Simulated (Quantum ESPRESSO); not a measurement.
**MnS: parallel and opposed starts**

A self-consistent run ends on one state, which hangs on the start. Several orders of MnS are started in Quantum ESPRESSO and their energies compared.

Program: Quantum ESPRESSO 7.5. Level of theory: LDA; plane waves with GBRV 1.5 LDA potentials, no spin-orbit coupling. Results are calculated unless marked as measured.

The database entry behind the starting cell differs from later determinations by our own check (an axis about 0.2 % short against later determinations), so it need not match the best structure at ambient conditions.

### Step 1. The structure

The structure is cubic, space group Fm-3m (No. 225). The conventional cell has a = 5.209 Å, b = 5.209 Å, c = 5.209 Å, α = 90.00°, β = 90.00°, γ = 90.00°. Mn has 6 S at 2.60 Å nearest. S has 6 Mn at 2.60 Å nearest. Farther neighbours and most contacts between anions are not listed.

The cell comes from the Crystallography Open Database.

### Step 2. Run 1, typed as ferro +

The signs are those of the starting moments on the seeded atoms, the atoms that are given a moment.

File pw.in:

```
&CONTROL
  calculation = 'scf'
  prefix = 'pwscf'
  outdir = './tmp'
  pseudo_dir = './pseudo'
  disk_io = 'nowf'
/
&SYSTEM
  ibrav = 0
  nat = 2
  ntyp = 2
  ecutwfc = 40
  ecutrho = 280
  nbnd = 19
  occupations = 'smearing'
  smearing = 'fd'
  degauss = 0.00367493
  nspin = 2
  starting_magnetization(1) = 0.3
  starting_magnetization(2) = 0
/
&ELECTRONS
  conv_thr = 4d-09
  electron_maxstep = 150
  mixing_beta = 0.3
/
ATOMIC_SPECIES
Mn     54.9380 mn_lda_v1.5.uspp.F.UPF
S      32.0600 s_lda_v1.4.uspp.F.UPF
CELL_PARAMETERS angstrom
   0.0000000000    2.6045000000    2.6045000000
   2.6045000000    0.0000000000    2.6045000000
   2.6045000000    2.6045000000    0.0000000000
ATOMIC_POSITIONS crystal
Mn      0.0000000000    0.0000000000    0.0000000000
S       0.5000000000    0.5000000000    0.5000000000
K_POINTS automatic
6 6 6 0 0 0
```

Launch:

```sh
$ OMP_NUM_THREADS=1 mpirun -n 4 pw.x -nk 4 -in pw.in > pw.out
```

Log:

```text
Program PWSCF v.7.5 starts

     Message from routine setup:
     using ibrav=0 with symmetry is DISCOURAGED, use correct ibrav instead

     K-points division:     npool     =       4
     Subspace diagonalization in iterative solution of the eigenvalue problem:

     G-vector sticks info
     --------------------
     sticks:   dense  smooth     PW     G-vecs:    dense   smooth      PW
     Sum         931     535    163                18883     8099    1459

     Using Slab Decomposition

     bravais-lattice index     =            0
     lattice parameter (alat)  =       6.9605  a.u.
     unit-cell volume          =     238.4513 (a.u.)^3
     number of atoms/cell      =            2
     number of atomic types    =            2
     number of electrons       =        21.00
     number of Kohn-Sham states=           19
     kinetic-energy cutoff     =      40.0000  Ry
     charge density cutoff     =     280.0000  Ry
     scf convergence threshold =      4.0E-09
     mixing beta               =       0.3000
     number of iterations used =            8  plain     mixing
     Exchange-correlation=  SLA  PZ   NOGX NOGC
                           (   1   1   0   0   0   0   0)

     celldm(1)=   6.960465  celldm(2)=   0.000000  celldm(3)=   0.000000
     celldm(4)=   0.000000  celldm(5)=   0.000000  celldm(6)=   0.000000

     crystal axes: (cart. coord. in units of alat)
               a(1) = (   0.000000   0.707107   0.707107 )
               a(2) = (   0.707107   0.000000   0.707107 )
               a(3) = (   0.707107   0.707107   0.000000 )

     reciprocal axes: (cart. coord. in units 2 pi/alat)
               b(1) = ( -0.707107  0.707107  0.707107 )
               b(2) = (  0.707107 -0.707107  0.707107 )
               b(3) = (  0.707107  0.707107 -0.707107 )

     PseudoPot. # 1 for Mn read from file:
     mn_lda_v1.5.uspp.F.UPF
     Pseudo is Ultrasoft + core correction, Zval = 15.0
     Generated by new atomic code, or converted to UPF format
     Using radial grid of  859 points,  6 beta functions with:
                l(1) =   0
                l(2) =   0
                l(3) =   1
                l(4) =   1
                l(5) =   2
                l(6) =   2
     Q(r) pseudized with  8 coefficients,  rinner =    0.950   0.950   0.950
                                                       0.950   0.950

     PseudoPot. # 2 for S  read from file:
     s_lda_v1.4.uspp.F.UPF
     Pseudo is Ultrasoft + core correction, Zval =  6.0
     Generated by new atomic code, or converted to UPF format
     Using radial grid of  907 points,  6 beta functions with:
                l(1) =   0
                l(2) =   0
                l(3) =   1
                l(4) =   1
                l(5) =   2
                l(6) =   2
     Q(r) pseudized with  8 coefficients,  rinner =    1.300   1.300   1.300
                                                       1.300   1.300

     atomic species   valence    mass     pseudopotential
     Mn               15.00    54.93800     Mn( 1.00)
     S                 6.00    32.06000     S ( 1.00)

     Starting magnetic structure
     atomic species   magnetization
     Mn              0.300
     S               0.000

     48 Sym. Ops., with inversion, found

   Cartesian axes

     site n.     atom                  positions (alat units)
         1        Mn     tau(   1) = (   0.0000000   0.0000000   0.0000000  )
         2        S      tau(   2) = (   0.7071068   0.7071068   0.7071068  )

     number of k points=    16  Fermi-Dirac smearing, width (Ry)=  0.0037
                       cart. coord. in units 2pi/alat
        k(    1) = (   0.0000000   0.0000000   0.0000000), wk =   0.0046296
        k(    2) = (   0.1178511   0.1178511  -0.1178511), wk =   0.0370370
        k(    3) = (   0.2357023   0.2357023  -0.2357023), wk =   0.0370370
        k(    4) = (  -0.3535534  -0.3535534   0.3535534), wk =   0.0185185
        k(    5) = (   0.2357023   0.0000000  -0.0000000), wk =   0.0277778
        [... 11 further k-points ...]

     Dense  grid:    18883 G-vectors     FFT dimensions: (  40,  40,  40)

     Smooth grid:     8099 G-vectors     FFT dimensions: (  30,  30,  30)

     Check: negative core charge=   -0.000037
     Generating pointlists ...
     new r_m :   0.2917 (alat units)  2.0302 (a.u.) for type    1
     new r_m :   0.2917 (alat units)  2.0302 (a.u.) for type    2

     Initial potential from superposition of free atoms

     starting charge      20.4999, renormalised to      21.0000
     Starting wfcs are   17 randomized atomic wfcs +    2 random wfcs

     Self-consistent Calculation

     iteration #  1     ecut=    40.00 Ry     beta= 0.30
     Davidson diagonalization with overlap
     ethr =  1.00E-02,  avg # of iterations =  6.4

     total energy              =    -235.13851766 Ry
     estimated scf accuracy    <       0.68500620 Ry

     total magnetization       =     4.42 Bohr mag/cell
     absolute magnetization    =     4.42 Bohr mag/cell

     iteration #  2     ecut=    40.00 Ry     beta= 0.30
     Davidson diagonalization with overlap
     ethr =  3.26E-03,  avg # of iterations =  1.7

     total energy              =    -235.29724787 Ry
     estimated scf accuracy    <       0.06294554 Ry

     total magnetization       =     4.44 Bohr mag/cell
     absolute magnetization    =     4.44 Bohr mag/cell

     iteration #  3     ecut=    40.00 Ry     beta= 0.30
     Davidson diagonalization with overlap
     ethr =  3.00E-04,  avg # of iterations =  2.8

     total energy              =    -235.30901941 Ry
     estimated scf accuracy    <       0.00739657 Ry

     total magnetization       =     4.52 Bohr mag/cell
     absolute magnetization    =     4.52 Bohr mag/cell

     [... further iterations left out ...]

     iteration #  6     ecut=    40.00 Ry     beta= 0.30
     Davidson diagonalization with overlap
     ethr =  1.20E-07,  avg # of iterations =  5.3

     negative rho (up, down):  0.000E+00 1.970E-04

     total energy              =    -235.31013847 Ry
     estimated scf accuracy    <       0.00000111 Ry

     total magnetization       =     4.52 Bohr mag/cell
     absolute magnetization    =     4.52 Bohr mag/cell

     iteration #  7     ecut=    40.00 Ry     beta= 0.30
     Davidson diagonalization with overlap
     ethr =  5.27E-09,  avg # of iterations =  3.2

     negative rho (up, down):  0.000E+00 1.962E-04

     total energy              =    -235.31013883 Ry
     estimated scf accuracy    <       0.00000013 Ry

     total magnetization       =     4.52 Bohr mag/cell
     absolute magnetization    =     4.52 Bohr mag/cell

     iteration #  8     ecut=    40.00 Ry     beta= 0.30
     Davidson diagonalization with overlap
     ethr =  6.00E-10,  avg # of iterations =  2.2

     negative rho (up, down):  0.000E+00 1.960E-04

     total energy              =    -235.31013888 Ry
     estimated scf accuracy    <       0.00000001 Ry

     total magnetization       =     4.52 Bohr mag/cell
     absolute magnetization    =     4.52 Bohr mag/cell

     iteration #  9     ecut=    40.00 Ry     beta= 0.30
     Davidson diagonalization with overlap
     ethr =  5.94E-11,  avg # of iterations =  2.3

     negative rho (up, down):  0.000E+00 1.957E-04

     Magnetic moment per site  (integrated on atomic sphere of radius R)
     atom   1 (R=0.292)  charge= 13.2225  magn=  4.0567
     atom   2 (R=0.292)  charge=  4.6107  magn=  0.1283

     End of self-consistent calculation

     [... lines left out ...]
     the Fermi energy is     9.9518 ev

!    total energy              =    -235.31013888 Ry
     estimated scf accuracy    <          2.5E-09 Ry
     smearing contrib. (-TS)   =      -0.00064213 Ry
     internal energy E=F+TS    =    -235.30949675 Ry

     The total energy is F=E-TS. E is the sum of the following terms:
     one-electron contribution =    -133.11592570 Ry
     hartree contribution      =      74.03205776 Ry
     xc contribution           =     -34.73234670 Ry
     ewald contribution        =    -141.49328211 Ry

     total magnetization       =     4.52 Bohr mag/cell
     absolute magnetization    =     4.52 Bohr mag/cell

     convergence has been achieved in   9 iterations

=------------------------------------------------------------------------------=
   JOB DONE.
=------------------------------------------------------------------------------=
```

It took 3.9 s on 4 MPI ranks of Arm Neoverse V2, shared host; peak memory 0.29 GiB; 15 s of CPU time.

Spin moment in the atom's sphere by atom:

```csv
atom,spin moment in the atom's sphere (μB)
Mn1,4.06
S2,0.13
```

Numbers from this step:

| Quantity | Value |
| --- | --- |
| smearing term TS | 0.008737 eV |
| magnetization | 4.524 μB |
| absolute magnetization | 4.524 μB |
| final state | ferromagnetic |

Spin density in the ac plane of the conventional cell at fractional y = 0.000, with atoms of Mn and S within 0.2 Å of it.

Values in e/Å³, 13 rows by 14 columns, each cell a mean:
```
4.4 1.6 0.3 0.0 0.0 0.0 0.0 0.0 0.0 0.0 0.0 0.1 0.7 3.3
0.8 0.4 0.1 0.0 0.0 0.0 0.0 0.0 0.0 0.0 0.0 0.1 0.2 0.7
0.1 0.1 0.0 0.0 0.0 0.0 0.0 0.0 0.0 0.0 0.0 0.0 0.1 0.1
0.0 0.0 0.0 0.0 0.0 0.0 0.1 0.1 0.1 0.0 0.0 0.0 0.0 0.0
0.0 0.0 0.0 0.0 0.1 0.2 0.5 0.7 0.3 0.1 0.0 0.0 0.0 0.0
0.0 0.0 0.0 0.0 0.1 0.7 3.0 4.0 1.5 0.3 0.0 0.0 0.0 0.0
0.0 0.0 0.0 0.0 0.1 1.0 4.6 5.9 2.2 0.3 0.1 0.0 0.0 0.0
0.0 0.0 0.0 0.0 0.1 0.4 1.7 2.2 0.9 0.2 0.0 0.0 0.0 0.0
0.0 0.0 0.0 0.0 0.0 0.1 0.2 0.3 0.2 0.1 0.0 0.0 0.0 0.0
0.0 0.0 0.0 0.0 0.0 0.0 0.0 0.0 0.0 0.0 0.0 0.0 0.0 0.0
0.2 0.1 0.1 0.0 0.0 0.0 0.0 0.0 0.0 0.0 0.0 0.0 0.1 0.2
1.9 0.8 0.2 0.0 0.0 0.0 0.0 0.0 0.0 0.0 0.0 0.1 0.4 1.4
5.7 2.2 0.3 0.1 0.0 0.0 0.0 0.0 0.0 0.0 0.0 0.1 0.9 4.5
```
Columns run along a (5.2 Å), rows up along c (5.2 Å), edges of the conventional cell, whose origin can differ from the input's. Atoms in or near the plane, at fractional coordinates: Mn at (0.00, 0.00), Mn at (0.50, 0.50), S at (0.50, 0.00), S at (0.00, 0.50).

Valence density in the ac plane of the conventional cell at fractional y = 0.000, with atoms of Mn and S within 0.2 Å of it. It is the smooth field of the valence electrons, not physical close to the nuclei.

Ten steps, logarithmic in the rise over the least value, from '0' (0 e/Å³) to '9' (16 e/Å³), each cell a mean:
```
97312433431259
64101344321025
21000122210001
21000011100012
43210255310133
34312599731243
44322699831243
44311488621234
32100133200123
11000111100011
32001233210012
86212344421147
98312434432269
```
Columns run along a (5.2 Å), rows up along c (5.2 Å), edges of the conventional cell, whose origin can differ from the input's. Atoms in or near the plane, at fractional coordinates: Mn at (0.00, 0.00), Mn at (0.50, 0.50), S at (0.50, 0.00), S at (0.00, 0.50).

[end of part 1 of 2]

[Logs and program files are shortened in this print: banners, set-up blocks, solver, clock and traceback lines can be left out without a mark of their own.]

[Logs are printed without paths, hosts, clocks, repeated set-up lines and the standing remarks that a program may print on its own settings, such as how far it seeks lower states.]

[Hosts, paths, dates, database ids (printed as entryN), source tags and the programs' standing remarks are cut or masked in the printed files.]

[Where a cell is said to come from a database of computed structures, the database is the Materials Project.]
